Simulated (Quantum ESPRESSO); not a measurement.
# LaMnSi2: parallel and opposed starts

Does LaMnSi2 prefer parallel or opposed moments?

Program: Quantum ESPRESSO 7.5. Level of theory: PBEsol; plane waves with GBRV 1.5 PBEsol potentials, no spin-orbit coupling. Results are calculated unless marked as measured.

## Step 1: Set-up

It takes space group Cmcm (No. 63, orthorhombic). The conventional cell has a = 4.191 Å, b = 17.680 Å, c = 4.073 Å, α = 90.00°, β = 90.00°, γ = 90.00°. La has 11 Si at 3.11 to 3.73 Å and 4 Mn at 3.28 to 3.30 Å nearest. Mn has 4 Si at 2.33 to 2.42 Å and 4 Mn at 2.92 Å and 4 La at 3.28 to 3.30 Å nearest. Nearest to Si lie 3 Si at 2.46 to 2.58 Å and 6 La at 3.11 to 3.38 Å. Nearest to Si lie 4 Mn at 2.33 to 2.42 Å and 5 Si at 2.46 to 3.74 Å and 5 La at 3.24 to 3.73 Å. Farther neighbours are not listed.

The cell comes from the Crystallography Open Database.

## Step 2: Run 1, typed as ferro ++

The signs are those of the starting moments on the seeded atoms, the atoms that are given a moment.

pw.in reads:

```
&CONTROL
  calculation = 'scf'
  prefix = 'pwscf'
  outdir = './tmp'
  pseudo_dir = './pseudo'
  disk_io = 'nowf'
/
&SYSTEM
  ibrav = 0
  nat = 8
  ntyp = 3
  ecutwfc = 40
  ecutrho = 280
  nbnd = 49
  occupations = 'smearing'
  smearing = 'fd'
  degauss = 0.00734986
  nspin = 2
  starting_magnetization(1) = 0
  starting_magnetization(2) = 0.2333
  starting_magnetization(3) = 0
/
&ELECTRONS
  conv_thr = 1.6d-08
  electron_maxstep = 150
  mixing_beta = 0.3
/
ATOMIC_SPECIES
La    138.9055 la_pbesol_v1.uspp.F.UPF
Mn     54.9380 mn_pbesol_v1.5.uspp.F.UPF
Si     28.0850 si_pbesol_v1.uspp.F.UPF
CELL_PARAMETERS angstrom
   2.0955000000   -8.8400000000    0.0000000000
   2.0955000000    8.8400000000    0.0000000000
   0.0000000000    0.0000000000    4.0730000000
ATOMIC_POSITIONS crystal
La      0.8948000000    0.1052000000    0.2500000000
La      0.1052000000    0.8948000000    0.7500000000
Mn      0.2522000000    0.7478000000    0.2500000000
Mn      0.7478000000    0.2522000000    0.7500000000
Si      0.5450000000    0.4550000000    0.2500000000
Si      0.4550000000    0.5450000000    0.7500000000
Si      0.6840000000    0.3160000000    0.2500000000
Si      0.3160000000    0.6840000000    0.7500000000
K_POINTS automatic
6 6 6 0 0 0
```

Launch:

```console
> OMP_NUM_THREADS=1 mpirun -n 4 pw.x -nk 4 -in pw.in > pw.out
```

What it wrote:

```text
Program PWSCF v.7.5 starts

     Message from routine setup:
     using ibrav=0 with symmetry is DISCOURAGED, use correct ibrav instead

     K-points division:     npool     =       4
     Subspace diagonalization in iterative solution of the eigenvalue problem:

     G-vector sticks info
     --------------------
     sticks:   dense  smooth     PW     G-vecs:    dense   smooth      PW
     Sum        2945    1681    551                80557    34779    6475

     Using Slab Decomposition

     bravais-lattice index     =            0
     lattice parameter (alat)  =      17.1681  a.u.
     unit-cell volume          =    1018.3122 (a.u.)^3
     number of atoms/cell      =            8
     number of atomic types    =            3
     number of electrons       =        68.00
     number of Kohn-Sham states=           49
     kinetic-energy cutoff     =      40.0000  Ry
     charge density cutoff     =     280.0000  Ry
     scf convergence threshold =      1.6E-08
     mixing beta               =       0.3000
     number of iterations used =            8  plain     mixing
     Exchange-correlation= SLA  PW   PSX  PSC
                           (   1   4  10   8   0   0   0)

     celldm(1)=  17.168109  celldm(2)=   0.000000  celldm(3)=   0.000000
     celldm(4)=   0.000000  celldm(5)=   0.000000  celldm(6)=   0.000000

     crystal axes: (cart. coord. in units of alat)
               a(1) = (   0.230656  -0.973035   0.000000 )
               a(2) = (   0.230656   0.973035   0.000000 )
               a(3) = (   0.000000   0.000000   0.448323 )

     reciprocal axes: (cart. coord. in units 2 pi/alat)
               b(1) = (  2.167734 -0.513856  0.000000 )
               b(2) = (  2.167734  0.513856 -0.000000 )
               b(3) = ( -0.000000  0.000000  2.230536 )

     PseudoPot. # 1 for La read from file:
     la_pbesol_v1.uspp.F.UPF
     Pseudo is Ultrasoft + core correction, Zval = 11.0
     Generated by new atomic code, or converted to UPF format
     Using radial grid of  995 points,  8 beta functions with:
                l(1) =   0
                l(2) =   0
                l(3) =   1
                l(4) =   1
                l(5) =   2
                l(6) =   2
                l(7) =   3
                l(8) =   3
     Q(r) pseudized with  8 coefficients,  rinner =    1.700   1.700   1.700
                                                       1.700   1.700   1.700
                                                       1.700

     PseudoPot. # 2 for Mn read from file:
     mn_pbesol_v1.5.uspp.F.UPF
     Pseudo is Ultrasoft + core correction, Zval = 15.0
     Generated by new atomic code, or converted to UPF format
     Using radial grid of  859 points,  6 beta functions with:
                l(1) =   0
                l(2) =   0
                l(3) =   1
                l(4) =   1
                l(5) =   2
                l(6) =   2
     Q(r) pseudized with  8 coefficients,  rinner =    0.950   0.950   0.950
                                                       0.950   0.950

     PseudoPot. # 3 for Si read from file:
     si_pbesol_v1.uspp.F.UPF
     Pseudo is Ultrasoft + core correction, Zval =  4.0
     Generated by new atomic code, or converted to UPF format
     Using radial grid of  899 points,  6 beta functions with:
                l(1) =   0
                l(2) =   0
                l(3) =   1
                l(4) =   1
                l(5) =   2
                l(6) =   2
     Q(r) pseudized with  8 coefficients,  rinner =    0.900   0.900   0.900
                                                       0.900   0.900

     atomic species   valence    mass     pseudopotential
     La               11.00   138.90550     La( 1.00)
     Mn               15.00    54.93800     Mn( 1.00)
     Si                4.00    28.08500     Si( 1.00)

     Starting magnetic structure
     atomic species   magnetization
     La              0.000
     Mn              0.233
     Si              0.000

      8 Sym. Ops., with inversion, found ( 4 have fractional translation)

   Cartesian axes

     site n.     atom                  positions (alat units)
         1        La     tau(   1) = (   0.2306556  -0.7683088   0.1120807  )
         2        La     tau(   2) = (   0.2306556   0.7683088   0.3362421  )
         3        Mn     tau(   3) = (   0.2306556   0.4822364   0.1120807  )
         4        Mn     tau(   4) = (   0.2306556  -0.4822364   0.3362421  )
         5        Si     tau(   5) = (   0.2306556  -0.0875732   0.1120807  )
         6        Si     tau(   6) = (   0.2306556   0.0875732   0.3362421  )
         7        Si     tau(   7) = (   0.2306556  -0.3580770   0.1120807  )
         8        Si     tau(   8) = (   0.2306556   0.3580770   0.3362421  )

     number of k points=    52  Fermi-Dirac smearing, width (Ry)=  0.0073
                       cart. coord. in units 2pi/alat
        k(    1) = (   0.0000000   0.0000000   0.0000000), wk =   0.0046296
        k(    2) = (   0.0000000   0.0000000   0.3717560), wk =   0.0092593
        k(    3) = (   0.0000000   0.0000000   0.7435119), wk =   0.0092593
        k(    4) = (   0.0000000   0.0000000  -1.1152679), wk =   0.0046296
        k(    5) = (   0.3612890   0.0856426   0.0000000), wk =   0.0185185
        [... 47 further k-points ...]

     Dense  grid:    80557 G-vectors     FFT dimensions: (  96,  96,  48)

     Smooth grid:    34779 G-vectors     FFT dimensions: (  72,  72,  32)

     Check: negative core charge=   -0.000017
     Generating pointlists ...
     new r_m :   0.1412 (alat units)  2.4242 (a.u.) for type    1
     new r_m :   0.1057 (alat units)  1.8147 (a.u.) for type    2
     new r_m :   0.1057 (alat units)  1.8147 (a.u.) for type    3

     Initial potential from superposition of free atoms

     starting charge      66.9385, renormalised to      68.0000

     negative rho (up, down):  7.687E-02 7.694E-02
     Starting wfcs are   82 randomized atomic wfcs

     Self-consistent Calculation

     iteration #  1     ecut=    40.00 Ry     beta= 0.30
     Davidson diagonalization with overlap
     ethr =  1.00E-02,  avg # of iterations =  2.1

     negative rho (up, down):  7.206E-02 7.136E-02

     total energy              =    -664.30135368 Ry
     estimated scf accuracy    <       2.61734782 Ry

     total magnetization       =     4.51 Bohr mag/cell
     absolute magnetization    =     5.18 Bohr mag/cell

     iteration #  2     ecut=    40.00 Ry     beta= 0.30
     Davidson diagonalization with overlap
     ethr =  3.85E-03,  avg # of iterations =  4.7

     negative rho (up, down):  6.497E-02 6.418E-02

     total energy              =    -663.39683071 Ry
     estimated scf accuracy    <      24.15352510 Ry

     total magnetization       =     3.76 Bohr mag/cell
     absolute magnetization    =     4.21 Bohr mag/cell

     iteration #  3     ecut=    40.00 Ry     beta= 0.30
     Davidson diagonalization with overlap
     ethr =  3.85E-03,  avg # of iterations =  3.9

     negative rho (up, down):  6.185E-02 6.114E-02

     total energy              =    -665.05515825 Ry
     estimated scf accuracy    <       1.05100632 Ry

     total magnetization       =     4.25 Bohr mag/cell
     absolute magnetization    =     5.10 Bohr mag/cell

     [... further iterations left out ...]

     iteration # 16     ecut=    40.00 Ry     beta= 0.30
     Davidson diagonalization with overlap
     ethr =  8.04E-10,  avg # of iterations =  4.5

     negative rho (up, down):  5.708E-02 5.530E-02

     total energy              =    -665.13177384 Ry
     estimated scf accuracy    <       0.00000076 Ry

     total magnetization       =     3.40 Bohr mag/cell
     absolute magnetization    =     4.05 Bohr mag/cell

     iteration # 17     ecut=    40.00 Ry     beta= 0.30
     Davidson diagonalization with overlap
     ethr =  8.04E-10,  avg # of iterations =  1.6

     negative rho (up, down):  5.708E-02 5.530E-02

     total energy              =    -665.13177384 Ry
     estimated scf accuracy    <       0.00000018 Ry

     total magnetization       =     3.40 Bohr mag/cell
     absolute magnetization    =     4.05 Bohr mag/cell

     iteration # 18     ecut=    40.00 Ry     beta= 0.30
     Davidson diagonalization with overlap
     ethr =  2.69E-10,  avg # of iterations =  4.0

     negative rho (up, down):  5.708E-02 5.530E-02

     total energy              =    -665.13177389 Ry
     estimated scf accuracy    <       0.00000015 Ry

     total magnetization       =     3.40 Bohr mag/cell
     absolute magnetization    =     4.05 Bohr mag/cell

     iteration # 19     ecut=    40.00 Ry     beta= 0.30
     Davidson diagonalization with overlap
     ethr =  2.21E-10,  avg # of iterations =  2.8

     negative rho (up, down):  5.708E-02 5.530E-02

     Magnetic moment per site  (integrated on atomic sphere of radius R)
     atom   1 (R=0.141)  charge=  8.3204  magn= -0.0121
     atom   2 (R=0.141)  charge=  8.3204  magn= -0.0121
     atom   3 (R=0.106)  charge= 12.9598  magn=  1.6977
     atom   4 (R=0.106)  charge= 12.9598  magn=  1.6977
     atom   5 (R=0.106)  charge=  1.6963  magn= -0.0061
     atom   6 (R=0.106)  charge=  1.6963  magn= -0.0061
     atom   7 (R=0.106)  charge=  1.8019  magn= -0.0621
     atom   8 (R=0.106)  charge=  1.8019  magn= -0.0621

     End of self-consistent calculation

     Number of k-points >= 100: set verbosity='high' to print the bands.

     the Fermi energy is    11.9077 ev

!    total energy              =    -665.13177393 Ry
     estimated scf accuracy    <          1.8E-09 Ry
     smearing contrib. (-TS)   =      -0.01079956 Ry
     internal energy E=F+TS    =    -665.12097437 Ry

     The total energy is F=E-TS. E is the sum of the following terms:
     one-electron contribution =    -423.17579279 Ry
     hartree contribution      =     242.84613727 Ry
     xc contribution           =    -167.66217929 Ry
     ewald contribution        =    -317.12913956 Ry

     total magnetization       =     3.40 Bohr mag/cell
     absolute magnetization    =     4.05 Bohr mag/cell

     convergence has been achieved in  19 iterations

=------------------------------------------------------------------------------=
   JOB DONE.
=------------------------------------------------------------------------------=
```

Wall time 5.3 min (4 MPI ranks of Arm Neoverse V2, shared host); peak memory 1.6 GiB.

Spin moment in the atom's sphere by atom:

```tsv
atom	spin moment in the atom's sphere (μB)
La1	-0.01
La2	-0.01
Mn3	1.70
Mn4	1.70
Si5	-0.01
Si6	-0.01
Si7	-0.06
Si8	-0.06
```

This step gave:

```yaml
smearing_term_ts: 0.1469 eV
magnetization: 3.395 μB
absolute_magnetization: 4.052 μB
final_state: ferromagnetic
```

Spin density in the bc plane of the conventional cell at fractional x = 0.000, with atoms of La and Mn and Si within 0.2 Å of it.

Ten even steps from '0' (-0.1 e/Å³) to '9' (2.6 e/Å³), each cell a mean:
```
00000000000000000000000000000000110000000000
00000000000000000000000000000001672000000000
00000000000000000000000000000001792000000000
00000000000000000000000000000001341000000000
00000000000000000000000000000000000000000000
00000000001100000000000000000000000000000000
00000000014720000000000000000000000000000000
00000000016930000000000000000000000000000000
00000000003410000000000000000000000000000000
00000000000000000000000000000000000000000000
```
Columns run along b (17.7 Å), rows up along c (4.1 Å), edges of the conventional cell, whose origin can differ from the input's. Atoms in or near the plane, at fractional coordinates: La at (0.11, 0.75), La at (0.89, 0.25), Mn at (0.75, 0.75), Mn at (0.25, 0.25), Si at (0.45, 0.75), Si at (0.55, 0.25), Si at (0.32, 0.75), Si at (0.68, 0.25).

Valence density in the bc plane of the conventional cell at fractional x = 0.000, with atoms of La and Mn and Si within 0.2 Å of it. It is the smooth field of the valence electrons, not physical close to the nuclei.

Values in units of 1e0 e/Å³, 6 rows by 16 columns, each cell a mean:
```
0.2 1.3 0.8 0.2 0.4 0.3 0.3 0.3 0.3 0.1 0.2 2.2 2.7 0.2 0.2 0.1
0.3 0.5 1.0 0.1 0.3 0.5 0.4 0.5 0.2 0.1 0.1 6.6 7.4 0.1 0.1 0.1
0.2 1.2 0.7 0.2 0.4 0.3 0.3 0.3 0.3 0.2 0.2 1.0 1.1 0.2 0.3 0.1
0.1 0.2 0.1 1.6 3.2 0.2 0.1 0.2 0.3 0.3 0.3 0.4 0.2 0.6 1.4 0.3
0.1 0.1 0.1 5.4 8.6 0.2 0.1 0.2 0.6 0.4 0.4 0.5 0.2 0.9 0.4 0.6
0.1 0.3 0.2 0.7 1.4 0.2 0.1 0.3 0.4 0.3 0.3 0.4 0.2 0.5 1.3 0.3
```
Columns run along b (17.7 Å), rows up along c (4.1 Å), edges of the conventional cell, whose origin can differ from the input's. Atoms in or near the plane, at fractional coordinates: La at (0.11, 0.75), La at (0.89, 0.25), Mn at (0.75, 0.75), Mn at (0.25, 0.25), Si at (0.45, 0.75), Si at (0.55, 0.25), Si at (0.32, 0.75), Si at (0.68, 0.25).

(Part 1 of 2 ends here.)

[Logs and program files are shortened in this print: banners, set-up blocks, solver, clock and traceback lines can be left out without a mark of their own.]

[Logs are printed without paths, hosts, clocks, repeated set-up lines and the standing remarks that a program may print on its own settings, such as how far it seeks lower states.]

[Hosts, paths, dates, database ids (printed as entryN), source tags and the programs' standing remarks are cut or masked in the printed files.]

[Where a cell is said to come from a database of computed structures, the database is the Materials Project.]
